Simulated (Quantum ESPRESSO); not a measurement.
# Al(111), 5 layers: solver and mixing choices, part 2 of 3

Which eigensolver and mixing suits Al(111), 5 layers? The physics should not care; the clock does.

Quantum ESPRESSO 7.5; plane-wave DFT, PBE, SSSP efficiency pseudopotentials.

So far. Step 2 (Self-consistent run: david, local-TF mixing, beta 0.4 …): Inside the slab this potential holds the local part of the pseudopotentials, which can be repulsive at the nuclei; only its value in the vacuum has a meaning of its own. Step 3 (Ground state: david, plain mixing, beta 0.4, history 8): Counted from each run's own zero (the Fermi level), the vacuum level differs from the first run's by +4 meV.

## 4. Self-consistent run: david, plain mixing, beta 0.7, history 8

Input file c2.in:

```
&control
  prefix = 'c2'
  outdir = './out'
  pseudo_dir = './pseudo'
  calculation = 'scf'
  tprnfor = .true.
/
&system
  ibrav = 0
  nat = 5
  ntyp = 1
  ecutwfc = 45
  ecutrho = 360
  occupations = 'smearing'
  smearing = 'mv'
  degauss = 0.02
  assume_isolated = 'esm'
  esm_bc = 'bc1'
/
&electrons
  conv_thr = 1e-07
  mixing_beta = 0.7
  electron_maxstep = 80
  mixing_mode = 'plain'
  diagonalization = 'david'
  mixing_ndim = 8
/
ATOMIC_SPECIES
  Al  26.9815  Al.pbe-n-kjpaw_psl.1.0.0.UPF
CELL_PARAMETERS angstrom
  2.86378246380552 0.00000000000000 0.00000000000000
  1.43189123190276 2.48010836456797 0.00000000000000
  0.00000000000000 0.00000000000000 25.35307436087194
ATOMIC_POSITIONS crystal
  Al  0.666666666700 0.666666666700 -0.184456413998
  Al  0.000000000000 0.000000000000 -0.092228206999
  Al  0.333333333300 0.333333333300 0.000000000000
  Al  0.666666666700 0.666666666700 0.092228206999
  Al  0.000000000000 0.000000000000 0.184456413998
K_POINTS automatic
  12 12 1 0 0 0
```

Started as:

```sh
OMP_NUM_THREADS=1 mpirun -n 4 pw.x -nk 4 -in c2.in > c2.out
```

The program printed:

```text
[banner, memory and clock lines left out]
Program PWSCF v.7.5 starts
[...]
Message from routine setup:
[...]
number of electrons       =        15.00
     number of Kohn-Sham states=           12
     kinetic-energy cutoff     =      45.0000  Ry
     charge density cutoff     =     360.0000  Ry
[...]
number of k points=    19  Marzari-Vanderbilt smearing, width (Ry)=  0.0200
[...]
Dense  grid:   140293 G-vectors     FFT dimensions: (  36,  36, 300)
[...]
negative rho (up, down):  5.043E-06 0.000E+00
     Starting wfcs are   20 randomized atomic wfcs
[...]
estimated scf accuracy    <       0.20480799 Ry
[...]
estimated scf accuracy    <      21.83773485 Ry
[...]
estimated scf accuracy    <       0.11910530 Ry
[...]
estimated scf accuracy    <       0.01600164 Ry
[...]
negative rho (up, down):  2.147E-05 0.000E+00
[...]
estimated scf accuracy    <       0.01943448 Ry
[...]
negative rho (up, down):  1.622E-08 0.000E+00
[...]
estimated scf accuracy    <       0.52966302 Ry
[...]
negative rho (up, down):  2.378E-05 0.000E+00
[...]
estimated scf accuracy    <       0.16128255 Ry
[...]
negative rho (up, down):  6.102E-07 0.000E+00
[...]
estimated scf accuracy    <       0.06956495 Ry
[...]
estimated scf accuracy    <       0.01320920 Ry
[...]
estimated scf accuracy    <       0.00055202 Ry
[...]
estimated scf accuracy    <       0.00881541 Ry
[...]
estimated scf accuracy    <       0.00673153 Ry
[...]
negative rho (up, down):  1.030E-07 0.000E+00
[...]
estimated scf accuracy    <       0.00252700 Ry
[...]
negative rho (up, down):  2.787E-05 0.000E+00
[...]
estimated scf accuracy    <       0.00079070 Ry
[...]
estimated scf accuracy    <       0.00105968 Ry
[...]
estimated scf accuracy    <       0.00792827 Ry
[...]
estimated scf accuracy    <       0.01157576 Ry
[...]
estimated scf accuracy    <       0.00753122 Ry
[...]
negative rho (up, down):  2.337E-06 0.000E+00
[...]
estimated scf accuracy    <       0.00136014 Ry
[...]
negative rho (up, down):  2.186E-06 0.000E+00
[...]
estimated scf accuracy    <       0.00001621 Ry
[...]
negative rho (up, down):  2.154E-06 0.000E+00
[...]
estimated scf accuracy    <       0.00030924 Ry
[...]
negative rho (up, down):  3.035E-06 0.000E+00
[...]
estimated scf accuracy    <       0.00026197 Ry
[...]
negative rho (up, down):  2.376E-06 0.000E+00
[...]
estimated scf accuracy    <       0.00000150 Ry
[...]
negative rho (up, down):  2.518E-06 0.000E+00
[...]
estimated scf accuracy    <       0.00020998 Ry
[...]
negative rho (up, down):  2.700E-06 0.000E+00
[...]
estimated scf accuracy    <       0.00007070 Ry
[...]
negative rho (up, down):  2.830E-06 0.000E+00
[...]
estimated scf accuracy    <       0.00000322 Ry
[...]
negative rho (up, down):  2.826E-06 0.000E+00
[...]
estimated scf accuracy    <       0.00000063 Ry
[...]
negative rho (up, down):  2.868E-06 0.000E+00
[...]
the Fermi energy is    -4.1089 ev
!    total energy              =    -197.46092737 Ry
[...]
estimated scf accuracy    <       0.00000005 Ry
     smearing contrib. (-TS)   =      -0.00037552 Ry
     internal energy E=F+TS    =    -197.46055185 Ry
[...]
one-electron contribution =     833.20362185 Ry
     hartree contribution      =    -415.29661353 Ry
     xc contribution           =     -12.77092733 Ry
     ewald contribution        =    -429.20544930 Ry
[...]
convergence has been achieved in  28 iterations
     negative rho (up, down):  2.868E-06 0.000E+00
[...]
Total force =     0.005320     Total SCF correction =     0.000367
[...]
```

Elapsed: 49 s, on 4 MPI ranks of Arm Neoverse V2, shared host; peak memory 0.85 GiB; 3.2 min of CPU time.

The program's own clock; routines nest. Time by routine:

| routine | wall time (s) | calls |
| --- | --- | --- |
| PWSCF | 48.18 | 1 |
| electrons | 46.39 | 1 |
| c_bands | 26.78 | 28 |
| cegterg | 16.59 | 140 |
| h_psi | 13.21 | 1044 |
| fftw | 10.56 | 13520 |
| vloc_psi | 10.19 | 1044 |
| PAW_pot | 6.8 | 29 |
| sum_band | 5.55 | 28 |
| v_of_rho | 3.88 | 29 |
| newd | 3.21 | 29 |
| fft | 1.93 | 386 |
| calbec | 1.84 | 1204 |
| add_vuspsi | 1.53 | 1044 |

Counted from each run's own zero (the Fermi level), the vacuum level differs from the first run's by +4 meV.

## 5. Self-consistent run: david, TF mixing, beta 0.4, history 8

c3.in is the input of step 4 with these lines changed:

```diff
@@ -1,3 +1,3 @@
 &control
-  prefix = 'c2'
+  prefix = 'c3'
   outdir = './out'
@@ -21,5 +21,5 @@
   conv_thr = 1e-07
-  mixing_beta = 0.7
+  mixing_beta = 0.4
   electron_maxstep = 80
-  mixing_mode = 'plain'
+  mixing_mode = 'TF'
   diagonalization = 'david'
```

Started as:

```sh
OMP_NUM_THREADS=1 mpirun -n 4 pw.x -nk 4 -in c3.in > c3.out
```

The program printed:

```text
[banner, memory and clock lines left out]
Program PWSCF v.7.5 starts
[...]
Message from routine setup:
[...]
number of electrons       =        15.00
     number of Kohn-Sham states=           12
     kinetic-energy cutoff     =      45.0000  Ry
     charge density cutoff     =     360.0000  Ry
[...]
number of k points=    19  Marzari-Vanderbilt smearing, width (Ry)=  0.0200
[...]
Dense  grid:   140293 G-vectors     FFT dimensions: (  36,  36, 300)
[...]
negative rho (up, down):  5.043E-06 0.000E+00
     Starting wfcs are   20 randomized atomic wfcs
[...]
negative rho (up, down):  3.256E-07 0.000E+00
[...]
estimated scf accuracy    <       0.20480799 Ry
[...]
estimated scf accuracy    <       0.17320300 Ry
[...]
estimated scf accuracy    <       0.06731770 Ry
[...]
estimated scf accuracy    <       0.01861064 Ry
[...]
estimated scf accuracy    <       0.01704112 Ry
[...]
estimated scf accuracy    <       0.02611346 Ry
[...]
estimated scf accuracy    <       0.01699843 Ry
[...]
estimated scf accuracy    <       0.00959608 Ry
[...]
negative rho (up, down):  2.557E-04 0.000E+00
[...]
estimated scf accuracy    <       0.01981826 Ry
[...]
negative rho (up, down):  4.961E-03 0.000E+00
[...]
estimated scf accuracy    <       0.01686485 Ry
[...]
negative rho (up, down):  9.998E-03 0.000E+00
[...]
estimated scf accuracy    <       0.01315554 Ry
[...]
negative rho (up, down):  1.483E-02 0.000E+00
[...]
estimated scf accuracy    <       0.00563061 Ry
[...]
negative rho (up, down):  1.356E-02 0.000E+00
[...]
estimated scf accuracy    <       0.00206142 Ry
[...]
negative rho (up, down):  1.011E-02 0.000E+00
[...]
estimated scf accuracy    <       0.00244974 Ry
[...]
negative rho (up, down):  1.442E-02 0.000E+00
[...]
estimated scf accuracy    <       0.01273575 Ry
[...]
negative rho (up, down):  1.098E-02 0.000E+00
[...]
estimated scf accuracy    <       0.00643296 Ry
[...]
negative rho (up, down):  1.679E-02 0.000E+00
[...]
estimated scf accuracy    <       0.01218875 Ry
[...]
negative rho (up, down):  1.041E-02 0.000E+00
[...]
estimated scf accuracy    <       0.00858903 Ry
[...]
negative rho (up, down):  1.100E-02 0.000E+00
[...]
estimated scf accuracy    <       0.01164063 Ry
[...]
negative rho (up, down):  9.969E-03 0.000E+00
[...]
estimated scf accuracy    <       0.01068619 Ry
[...]
negative rho (up, down):  8.933E-03 0.000E+00
[...]
estimated scf accuracy    <       0.00788051 Ry
[...]
negative rho (up, down):  9.049E-03 0.000E+00
[...]
estimated scf accuracy    <       0.00553932 Ry
[...]
negative rho (up, down):  4.568E-03 0.000E+00
[...]
estimated scf accuracy    <       0.00004219 Ry
[...]
negative rho (up, down):  6.169E-03 0.000E+00
[...]
estimated scf accuracy    <       0.00020651 Ry
[...]
negative rho (up, down):  3.659E-03 0.000E+00
[...]
estimated scf accuracy    <       0.00017234 Ry
[...]
negative rho (up, down):  3.437E-03 0.000E+00
[...]
estimated scf accuracy    <       0.00060782 Ry
[...]
negative rho (up, down):  3.279E-03 0.000E+00
[...]
estimated scf accuracy    <       0.00051899 Ry
[...]
negative rho (up, down):  3.339E-03 0.000E+00
[...]
estimated scf accuracy    <       0.00057047 Ry
[...]
negative rho (up, down):  4.608E-03 0.000E+00
[...]
estimated scf accuracy    <       0.00053516 Ry
[...]
negative rho (up, down):  5.003E-03 0.000E+00
[...]
estimated scf accuracy    <       0.00021843 Ry
[...]
negative rho (up, down):  2.708E-03 0.000E+00
[...]
estimated scf accuracy    <       0.00001946 Ry
[...]
negative rho (up, down):  1.145E-03 0.000E+00
[...]
estimated scf accuracy    <       0.00000531 Ry
[...]
negative rho (up, down):  4.958E-04 0.000E+00
[...]
estimated scf accuracy    <       0.00001569 Ry
[...]
negative rho (up, down):  2.683E-04 0.000E+00
[...]
estimated scf accuracy    <       0.00000166 Ry
[...]
negative rho (up, down):  1.389E-04 0.000E+00
[...]
estimated scf accuracy    <       0.00000020 Ry
[...]
negative rho (up, down):  2.796E-06 0.000E+00
[...]
the Fermi energy is    -4.1107 ev
!    total energy              =    -197.46092749 Ry
[...]
estimated scf accuracy    <       0.00000007 Ry
     smearing contrib. (-TS)   =      -0.00037520 Ry
     internal energy E=F+TS    =    -197.46055229 Ry
[...]
one-electron contribution =     833.20397666 Ry
     hartree contribution      =    -415.29698340 Ry
     xc contribution           =     -12.77090452 Ry
     ewald contribution        =    -429.20544930 Ry
[...]
convergence has been achieved in  36 iterations
     negative rho (up, down):  2.796E-06 0.000E+00
[...]
Total force =     0.005377     Total SCF correction =     0.000328
[...]
```

The job ended after 51 s (4 MPI ranks; peak memory 0.85 GiB; 3.4 min of CPU time).

This step gave:

```
Fermi energy                                                   : -4.111 eV
vacuum line at the lower end of the cell, over the Fermi level : 4.111 eV
vacuum line at the upper end of the cell, over the Fermi level : 4.111 eV
```

The program's own clock; routines nest. Time by routine:

| routine | wall time (s) | calls |
| --- | --- | --- |
| PWSCF | 50.5 | 1 |
| electrons | 48.73 | 1 |
| c_bands | 23.3 | 36 |
| cegterg | 17.67 | 180 |
| h_psi | 14.13 | 1202 |
| fftw | 11.58 | 14878 |
| vloc_psi | 10.88 | 1202 |
| PAW_pot | 8.69 | 37 |
| sum_band | 7.12 | 36 |
| v_of_rho | 5.16 | 37 |
| newd | 4.06 | 37 |
| fft | 2.43 | 490 |
| calbec | 2.04 | 1402 |
| add_vuspsi | 1.65 | 1202 |

Counted from each run's own zero (the Fermi level), the vacuum level differs from the first run's by +6 meV.

## 6. Self-consistent run: david, local-TF mixing, beta 0.7, history 8

c4.in is the input of step 5 with these lines changed:

```diff
@@ -1,3 +1,3 @@
 &control
-  prefix = 'c3'
+  prefix = 'c4'
   outdir = './out'
@@ -21,5 +21,5 @@
   conv_thr = 1e-07
-  mixing_beta = 0.4
+  mixing_beta = 0.7
   electron_maxstep = 80
-  mixing_mode = 'TF'
+  mixing_mode = 'local-TF'
   diagonalization = 'david'
```

Started as:

```sh
OMP_NUM_THREADS=1 mpirun -n 4 pw.x -nk 4 -in c4.in > c4.out
```

The program printed:

```text
[banner, memory and clock lines left out]
Program PWSCF v.7.5 starts
[...]
Message from routine setup:
[...]
number of electrons       =        15.00
     number of Kohn-Sham states=           12
     kinetic-energy cutoff     =      45.0000  Ry
     charge density cutoff     =     360.0000  Ry
[...]
number of k points=    19  Marzari-Vanderbilt smearing, width (Ry)=  0.0200
[...]
Dense  grid:   140293 G-vectors     FFT dimensions: (  36,  36, 300)
[...]
negative rho (up, down):  5.043E-06 0.000E+00
     Starting wfcs are   20 randomized atomic wfcs
[...]
estimated scf accuracy    <       0.20480799 Ry
[...]
estimated scf accuracy    <       0.11263850 Ry
[...]
estimated scf accuracy    <       0.01319165 Ry
[...]
estimated scf accuracy    <       0.00836336 Ry
[...]
estimated scf accuracy    <       0.01089845 Ry
[...]
estimated scf accuracy    <       0.01272178 Ry
[...]
estimated scf accuracy    <       0.00477133 Ry
[...]
negative rho (up, down):  2.137E-03 0.000E+00
[...]
estimated scf accuracy    <       0.00151183 Ry
[...]
negative rho (up, down):  1.134E-03 0.000E+00
[...]
estimated scf accuracy    <       0.00016503 Ry
[...]
negative rho (up, down):  1.471E-04 0.000E+00
[...]
estimated scf accuracy    <       0.00018049 Ry
[...]
negative rho (up, down):  4.720E-05 0.000E+00
[...]
estimated scf accuracy    <       0.00000958 Ry
[...]
negative rho (up, down):  4.538E-05 0.000E+00
[...]
estimated scf accuracy    <       0.00000068 Ry
[...]
negative rho (up, down):  4.164E-05 0.000E+00
[...]
estimated scf accuracy    <       0.00000122 Ry
[...]
negative rho (up, down):  1.467E-06 0.000E+00
[...]
estimated scf accuracy    <       0.00000094 Ry
[...]
negative rho (up, down):  2.878E-06 0.000E+00
[...]
the Fermi energy is    -4.1078 ev
!    total energy              =    -197.46092741 Ry
[...]
estimated scf accuracy    <       0.00000002 Ry
     smearing contrib. (-TS)   =      -0.00037463 Ry
     internal energy E=F+TS    =    -197.46055278 Ry
[...]
one-electron contribution =     833.19870392 Ry
     hartree contribution      =    -415.29169697 Ry
     xc contribution           =     -12.77093055 Ry
     ewald contribution        =    -429.20544930 Ry
[...]
convergence has been achieved in  15 iterations
     negative rho (up, down):  2.878E-06 0.000E+00
[...]
Total force =     0.005214     Total SCF correction =     0.000183
[...]
```

Run time: 31 s. Hardware: 4 MPI ranks; peak memory 0.62 GiB; 2.1 min of CPU time.

Read from the output:

| Property | Result |
| --- | --- |
| Fermi energy | -4.108 eV |
| vacuum line at the lower end of the cell, over the Fermi level | 4.108 eV |
| vacuum line at the upper end of the cell, over the Fermi level | 4.108 eV |

The program's own clock; routines nest. Time by routine:

| routine | wall time (s) | calls |
| --- | --- | --- |
| PWSCF | 30.76 | 1 |
| electrons | 28.99 | 1 |
| c_bands | 15.66 | 15 |
| cegterg | 11.21 | 75 |
| h_psi | 8.84 | 812 |
| fftw | 6.87 | 8798 |
| vloc_psi | 6.74 | 812 |
| PAW_pot | 3.72 | 16 |
| mix_rho | 3 | 15 |
| sum_band | 2.99 | 15 |
| v_of_rho | 2.22 | 16 |
| newd | 1.76 | 16 |
| ffts | 1.76 | 1227 |
| calbec | 1.24 | 907 |

Counted from each run's own zero (the Fermi level), the vacuum level differs from the first run's by +3 meV.

## 7. Ground state: david, local-TF mixing, beta 0.2, history 8

c5.in is the input of step 6 with these lines changed:

```diff
@@ -1,3 +1,3 @@
 &control
-  prefix = 'c4'
+  prefix = 'c5'
   outdir = './out'
@@ -21,3 +21,3 @@
   conv_thr = 1e-07
-  mixing_beta = 0.7
+  mixing_beta = 0.2
   electron_maxstep = 80
```

Started as:

```sh
OMP_NUM_THREADS=1 mpirun -n 4 pw.x -nk 4 -in c5.in > c5.out
```

The program printed:

```text
[banner, memory and clock lines left out]
Program PWSCF v.7.5 starts
[...]
Message from routine setup:
[...]
number of electrons       =        15.00
     number of Kohn-Sham states=           12
     kinetic-energy cutoff     =      45.0000  Ry
     charge density cutoff     =     360.0000  Ry
[...]
number of k points=    19  Marzari-Vanderbilt smearing, width (Ry)=  0.0200
[...]
Dense  grid:   140293 G-vectors     FFT dimensions: (  36,  36, 300)
[...]
negative rho (up, down):  5.043E-06 0.000E+00
     Starting wfcs are   20 randomized atomic wfcs
[...]
estimated scf accuracy    <       0.20480799 Ry
[...]
negative rho (up, down):  1.334E-03 0.000E+00
[...]
estimated scf accuracy    <       0.24548378 Ry
[...]
estimated scf accuracy    <       0.35984001 Ry
[...]
estimated scf accuracy    <       0.01533012 Ry
[...]
estimated scf accuracy    <       0.01668747 Ry
[...]
estimated scf accuracy    <       0.04207179 Ry
[...]
estimated scf accuracy    <       0.04738928 Ry
[...]
estimated scf accuracy    <       0.04192698 Ry
[...]
estimated scf accuracy    <       0.01740531 Ry
[...]
negative rho (up, down):  1.707E-03 0.000E+00
[...]
estimated scf accuracy    <       0.00898233 Ry
[...]
negative rho (up, down):  2.632E-03 0.000E+00
[...]
estimated scf accuracy    <       0.00541101 Ry
[...]
negative rho (up, down):  2.096E-03 0.000E+00
[...]
estimated scf accuracy    <       0.00247138 Ry
[...]
negative rho (up, down):  1.945E-04 0.000E+00
[...]
estimated scf accuracy    <       0.00211623 Ry
[...]
negative rho (up, down):  5.746E-04 0.000E+00
[...]
estimated scf accuracy    <       0.00004437 Ry
[...]
negative rho (up, down):  3.713E-04 0.000E+00
[...]
estimated scf accuracy    <       0.00025605 Ry
[...]
negative rho (up, down):  2.334E-04 0.000E+00
[...]
estimated scf accuracy    <       0.00011709 Ry
[...]
negative rho (up, down):  2.551E-04 0.000E+00
[...]
estimated scf accuracy    <       0.00049098 Ry
[...]
negative rho (up, down):  1.262E-04 0.000E+00
[...]
estimated scf accuracy    <       0.00023128 Ry
[...]
negative rho (up, down):  2.542E-05 0.000E+00
[...]
estimated scf accuracy    <       0.00003597 Ry
[...]
negative rho (up, down):  2.434E-05 0.000E+00
[...]
estimated scf accuracy    <       0.00000171 Ry
[...]
negative rho (up, down):  7.558E-05 0.000E+00
[...]
estimated scf accuracy    <       0.00003242 Ry
[...]
negative rho (up, down):  2.427E-06 0.000E+00
[...]
estimated scf accuracy    <       0.00001519 Ry
[...]
negative rho (up, down):  1.655E-07 0.000E+00
[...]
estimated scf accuracy    <       0.00001986 Ry
[...]
negative rho (up, down):  8.867E-06 0.000E+00
[...]
estimated scf accuracy    <       0.00001278 Ry
[...]
negative rho (up, down):  3.159E-06 0.000E+00
[...]
estimated scf accuracy    <       0.00002259 Ry
[...]
negative rho (up, down):  4.834E-06 0.000E+00
[...]
estimated scf accuracy    <       0.00001811 Ry
[...]
negative rho (up, down):  3.397E-06 0.000E+00
[...]
estimated scf accuracy    <       0.00001714 Ry
[...]
negative rho (up, down):  4.576E-06 0.000E+00
[...]
estimated scf accuracy    <       0.00001678 Ry
[...]
negative rho (up, down):  2.433E-05 0.000E+00
[...]
estimated scf accuracy    <       0.00001517 Ry
[...]
negative rho (up, down):  3.192E-05 0.000E+00
[...]
estimated scf accuracy    <       0.00000238 Ry
[...]
negative rho (up, down):  2.981E-05 0.000E+00
[...]
estimated scf accuracy    <       0.00000044 Ry
[...]
negative rho (up, down):  2.847E-06 0.000E+00
[...]
the Fermi energy is    -4.1099 ev
!    total energy              =    -197.46092748 Ry
[...]
estimated scf accuracy    <       0.00000004 Ry
     smearing contrib. (-TS)   =      -0.00037606 Ry
     internal energy E=F+TS    =    -197.46055142 Ry
[...]
one-electron contribution =     833.20135906 Ry
     hartree contribution      =    -415.29433559 Ry
     xc contribution           =     -12.77092397 Ry
     ewald contribution        =    -429.20544930 Ry
[...]
convergence has been achieved in  32 iterations
     negative rho (up, down):  2.847E-06 0.000E+00
[...]
Total force =     0.005364     Total SCF correction =     0.000195
[...]
```

Run time: 57 s. Hardware: 4 MPI ranks; peak memory 0.85 GiB.

This step gave:

```
Fermi energy                                                   : -4.110 eV
vacuum line at the lower end of the cell, over the Fermi level : 4.110 eV
vacuum line at the upper end of the cell, over the Fermi level : 4.110 eV
```

The program's own clock; routines nest. Time by routine:

| routine | wall time (s) | calls |
| --- | --- | --- |
| PWSCF | 56.8 | 1 |
| electrons | 55.01 | 1 |
| c_bands | 25.48 | 32 |
| cegterg | 16.86 | 160 |
| h_psi | 13.55 | 985 |
| fftw | 11.08 | 14164 |
| vloc_psi | 10.53 | 985 |
| mix_rho | 7.78 | 32 |
| PAW_pot | 7.57 | 33 |
| sum_band | 6.27 | 32 |
| ffts | 4.59 | 3132 |
| v_of_rho | 4.55 | 33 |
| newd | 3.55 | 33 |
| fft | 2.18 | 438 |

Counted from each run's own zero (the Fermi level), the vacuum level differs from the first run's by +5 meV.

(Part 2 of 3 ends here.)

[Logs are printed without paths, hosts, clocks, repeated set-up lines and the standing remarks that a program may print on its own settings, such as how far it seeks lower states.]

[Hosts, paths, dates, database ids (printed as entryN), source tags and the programs' standing remarks are cut or masked in the printed files.]

[Maps of the electrostatic potential energy from Ansatz leave out the sawtooth potential of an applied field or a dipole correction, so their vacuum need not be flat; planar profiles and work functions include it.]
